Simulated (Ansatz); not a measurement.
# MgSiS3 (model cell, started as cubic perovskite with Si in the octahedra): following an unstable mode, part 3 of 3

Aim: this structure of MgSiS3 (model cell, started as cubic perovskite with Si in the octahedra) is to be tested for unstable modes, and one is followed downhill.

Ansatz 0.2.0; DFT LDA, scalar-relativistic, plane waves, PAW; PAW set soft_1.

So far. Step 5 (Energy along the mode, all amplitudes (two of the runs …): The lowest of the steps tried is the last one, at 0.6 Å, 142 meV/atom below the parent; the bottom of the well need not coincide with a step. Step 7 (The new phase in its own primitive cell): The largest force component left is 0.15 meV/Å and the pressure is -0.001 GPa, within the tolerances set. The cell now holds 17.77 Å³/atom. The relaxed cell has a = 4.369, c = 9.311 Å (conventional setting).

The structure was built from a prototype and need not be the compound's stable phase.

### Step 8. Modes of the new phase, k-mesh 8×8×4

A relaxed structure may still be a saddle point, so its zone-centre modes are computed. No field response is asked, since the mesh shows no gap.

input.yaml

```yaml
crystal:
  lattice:
    - [4.3690450658, 0.0, 0.0]
    - [0.0, 4.3690450658, 0.0]
    - [0.0, 0.0, 9.3105204827]
  atoms:
    - { symbol: Mg, position: [0.0, 0.0, 0.0] }
    - { symbol: Mg, position: [0.0, 0.0, 0.5] }
    - { symbol: Si, position: [0.5, 0.5, 0.25] }
    - { symbol: Si, position: [0.5, 0.5, 0.75] }
    - { symbol: S, position: [0.5, 0.5, 0.0] }
    - { symbol: S, position: [0.5, 0.5, 0.5] }
    - { symbol: S, position: [0.5, 0.0, 0.1821770726] }
    - { symbol: S, position: [0.5, 0.0, 0.8178229274] }
    - { symbol: S, position: [0.0, 0.5, 0.3178229274] }
    - { symbol: S, position: [0.0, 0.5, 0.6821770726] }
kpoints:
  mp_grid: { grid: [8, 8, 4] }
hamiltonian:
  xc: lda
  pseudopotentials: { kind: paw, azcp: { folder: soft_1 }, xc_functional: pbe }
scf:
  occupations: { method: methfessel_paxton, width: 0.2 }
output:
  eigenvalues: true
phonons:
  method: dfpt
```

The run is started by

```console
> ansatz run input.yaml --threads 4 --pin off --max-ram 16384MiB --backend cpu --events-out ev --progress --plain --runs-dir out
```

Numbers of over 12 decimals in the logs are rounded to 6 here.

The program printed:

```text
zone centre: on kpoints.mp_grid the ground state, and the responses unless they are solved on pairs of k-points, stand on 75 of the mesh's 256 k-points, reduced under 4 symmetry operations, with k and −k counted as one. Each operation leaves every solved displacement unchanged or reverses it
[...]
Crystal: 10 atoms, lattice volume = 177.724 Å³
Basis set: ecut = 420 eV, 3503 PW (Γ), exchange–correlation on 60×60×128 points (8 copies of the dense FFT grid, shifted against one another)
Bands: 42, of which v1, the nominal top of the filled ones, is band 32 counted from 1 (31 counted from 0)
Symmetry: 16 space group operations
k-points: 75 of 256 (irreducible under 4 space group operations, time reversal used)
[...]
SCF iter   1: F=—  HF=-10242.563942 eV  |F-HF|=—  |Δ(HF+E_count)|=         —  Δρ=3.71e-2  dr2=1.84e0  ethr=3.10e-3  ⟨swp⟩=9.3  Hψ=17292  notcnv=0
[...]
SCF iter  12: F=-10242.096773 eV  HF=-10242.096773 eV  |F-HF|=1.82e-12  |Δ(HF+E_count)|=  1.09e-11  S|Δr|=    0.00e0  Δρ=6.72e-8  dr2=9.45e-12  ethr=1.00e-12  ⟨swp⟩=15.3  Hψ=19365  notcnv=0
SCF 1 converged in 12 iterations: F = -10242.096773 eV  dr2 = 9.45e-12
[...]
DFPT response loops at Γ: preconditioner auto → Kerker (q_TF=auto, 2.301 Å⁻¹) (partly filled bands, converged f_vac=0.000); β = 1.00, the filter's whole step (`scf.mixing.beta` (0.50) is not read by the response loops under this deck's `scf.mixing.preconditioner`; to damp them name `kerker` or `kerker_dos`, under which they read `scf.mixing.beta`, and type it under 1.00, their step now; both keys bind the ground state too); Broyden in place of MSR1
SCF converged after 12 iterations
[...]
Free energy (F): -10242.096773 eV
[...]
Internal energy: -10242.087899 eV  (E = F + TS)
E sigma→0 (E₀):  -10242.094554 eV
Entropy (-TS):   -0.008874 eV (-0.887 meV/atom)
Fermi energy:    7.689660 eV
[...]
--- Band table (eV; the first three rows and the last of 75) ---
  k-point 0: bands = [... 28 lower, 6.1956, 6.3154, 6.3864, 6.7058, 6.7058, 8.3450, 8.7026, 9.3776, ... 6 higher]
  k-point 1: bands = [... 28 lower, 6.4265, 6.4265, 6.6305, 6.7260, 6.7260, 7.9322, 8.8568, 9.5737, ... 6 higher]
  k-point 2: bands = [... 28 lower, 6.5387, 6.5387, 6.7624, 6.7624, 7.1345, 7.1345, 9.5728, 9.5728, ... 6 higher]
  k-point 74: bands = [... 28 lower, 6.6435, 6.6435, 7.3236, 7.3236, 10.2101, 10.2101, 10.7392, 10.7392, ... 6 higher]
--- Phonons (Γ-DFPT): 11 representative perturbations + reference, on 75 of 256 k-points (Σ response iterations 33) ---
  k mesh reduced under 4 symmetry operations, with k and −k counted as one. Each operation leaves every solved displacement unchanged or reverses it
  ASR residual: 4.771e-5 → 0.000e0 eV/Å²; symmetrization residual: 1.074e-5 eV/Å²
  ASR residual per site (eV/Å²): 4.05e-5 4.05e-5 4.87e-6 4.87e-6 4.77e-5 4.77e-5 2.96e-5 2.96e-5 2.96e-5 2.96e-5
  Γ frequencies (cm⁻¹): -128.34 -128.34 -67.47 -67.47 0.00 0.00 0.00 96.41 96.41 100.36 103.91 103.91 124.76 188.51 188.51 191.08 191.08 191.74 192.79 196.61 196.61 233.64 236.13 272.66 307.22 341.07 393.04 393.04 418.53 418.53
  non-analytic LO–TO correction: not included (Born effective charges unavailable; polar crystals: no LO–TO splitting at Γ)
```

The job ended after 2.6 min (4 threads of Arm Neoverse V1, shared host; peak memory 1.8 GiB; 10 min of CPU time).

Numbers from this step:

```yaml
sum_rule_residual_before_enforcement: 4.77e-5 eV/Å²
point_group: 4/mmm
highest_optical_mode_at_the_zone_centre_no_lo_to_term: 418.5 cm⁻¹
lowest_optical_zone_centre_mode: -128.3 cm⁻¹
```

Patterns of degenerate modes are one choice out of their space. The modes at Γ (shares of kinetic energy by element, %) (negative means imaginary):

```csv
mode,frequency (cm⁻¹),symmetry,Mg %,Si %,S %
1,-128.3,Eu,17,1,82
2,-128.3,Eu,17,1,82
3,-67.5,Eu,89,1,10
4,-67.5,Eu,89,1,10
5,0.0,acoustic,16,19,65
6,0.0,acoustic,16,19,65
7,0.0,acoustic,16,19,65
8,96.4,Eu,69,7,24
9,96.4,Eu,69,7,24
10,100.4,B2u,60,0,40
11,103.9,Eg,0,29,71
12,103.9,Eg,0,29,71
13,124.8,A2u,83,1,17
14,188.5,Eu,2,28,70
15,188.5,Eu,2,28,70
16,191.1,Eg,0,42,58
17,191.1,Eg,0,42,58
18,191.7,A2u,1,79,20
19,192.8,B1g,0,9,91
20,196.6,Eu,6,19,75
21,196.6,Eu,6,19,75
22,233.6,A1g,0,0,100
23,236.1,B2u,40,0,60
24,272.7,A2u,0,1,99
25,307.2,B2u,0,0,100
26,341.1,B1g,0,91,9
27,393.0,Eg,0,29,71
28,393.0,Eg,0,29,71
29,418.5,Eu,0,25,75
30,418.5,Eu,0,25,75
```

Displacements in mode 2 (-128.3 cm⁻¹), the largest set to 1:
```
Mg1  0.00  0.00  0.00
Mg2  0.00 -0.54  0.00
Si3  0.00 -0.08  0.00
Si4  0.00 -0.08  0.00
S5   0.00 -0.03  0.00
S6   0.00  1.00  0.00
S7   0.00 -0.06  0.00
S8   0.00 -0.06  0.00
S9   0.00 -0.15  0.00
S10  0.00 -0.15  0.00
```

Displacements in mode 4 (-67.5 cm⁻¹), the largest set to 1:
```
Mg1  0.00  1.00  0.00
Mg2  0.14 -0.01  0.00
Si3 -0.01 -0.05  0.00
Si4 -0.01 -0.05  0.00
S5  -0.01 -0.22  0.00
S6  -0.03 -0.06  0.00
S7  -0.01 -0.10  0.00
S8  -0.01 -0.10  0.00
S9  -0.01 -0.09  0.00
S10 -0.01 -0.09  0.00
```

Before it was imposed, the acoustic sum rule was missed by 4.8e-5 eV/Å². Small misses are needed for a sound result but don't prove that mesh and cutoff are converged. The lowest optical mode is imaginary, 128.3i cm⁻¹, so the energy falls along it.

### Step 9. Results

* unstable mode of the parent: q = (0, 0, -0.5), 264i cm⁻¹
* depth at the lowest point sampled: 142 meV/atom
* largest atomic shift at that point: 0.6 Å
* space group reached (within 0.01 Å): P4_2/mmc
* energy gained over the parent (first relaxation, on the mesh of the frozen mode): 157 meV/atom
* volume per atom, phase reached: 17.8 Å³
* lowest optical zone-centre mode, phase reached: -128 cm⁻¹
* highest optical mode at the zone centre (no LO-TO term), phase reached: 419 cm⁻¹

Along this mode the structure falls into P4_2/mmc, 157 meV/atom below the parent. At the parent's cell the well is 141.6 meV/atom deep on the steps tried, with its lowest point at a shift of 0.6 Å. That is the last step tried, so the steps alone don't bracket the bottom of the well. Relaxing atoms and cell changes the gain by +15.73 meV/atom against the lowest step (energies at zero smearing). The new phase still has an imaginary mode at the zone centre of its cell, so it is a saddle point on the way to a lower structure. Of the 4 patterns followed to their end from this parent, this one ends 288 meV/atom above the lowest, R-3c. Each path keeps the symmetry of its pattern, so a lower phase may lie along a pattern not tried. With no gap, or one that is small against the smearing, the frequencies hang on the k mesh and the smearing, most of all near Kohn anomalies. The PAW files were made for PBE and serve the other functionals too. A phonon run warned that its eigensolver left some bands unconverged in a pass. The starting cell was built on a prototype and not taken from a measurement, so the phase need not exist.

[Logs are printed without paths, hosts, clocks, repeated set-up lines and the standing remarks that a program may print on its own settings, such as how far it seeks lower states.]

[Hosts, paths, dates, database ids (printed as entryN), source tags and the programs' standing remarks are cut or masked in the printed files.]
